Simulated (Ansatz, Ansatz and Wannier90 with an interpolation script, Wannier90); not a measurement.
Rows from a G0W0 calculation on InP (F-43m) (Ansatz 0.2.0; G0W0 on r2SCAN, plane waves, PAW; 8×8×8 mesh, 231 empty bands, screening to 160 eV), in eV. Spin-orbit coupling is left out.

The database entry behind the starting cell differs from later determinations by our own check (0.1 to 0.3 % short, probably kX units), so it need not match the best structure at ambient conditions.

```csv
row,k,band,start,Σx,Σc at the solution,Vxc
A,Γ,c1,7.983,-10.118,-3.645,-13.651
B,Γ,v1,6.818,-16.682,0.992,-15.246
C,Γ,c2,11.245,-7.080,-4.218,-11.359
```

Give the quasiparticle energies and the shift of each level.

The quasiparticle equation reads E = start + Σx + Σc(E) − Vxc.

```csv
row,E (eV),shift (eV)
A,7.871,−0.112
B,6.374,−0.444
C,11.306,+0.061
```

Limits: not at the basis limit; no spin-orbit coupling.

[Paths, hosts, dates, memory and timing lines, banners, echoed tables and standing remarks are left out of the program output.]

[Logs are printed without paths, hosts, clocks, repeated set-up lines and the standing remarks that a program may print on its own settings, such as how far it seeks lower states.]

[Runs of the session that timed out or met a known fault of the program may be left out.]

[Hosts, paths, dates, database ids (printed as entryN), source tags and the programs' standing remarks are cut or masked in the printed files.]
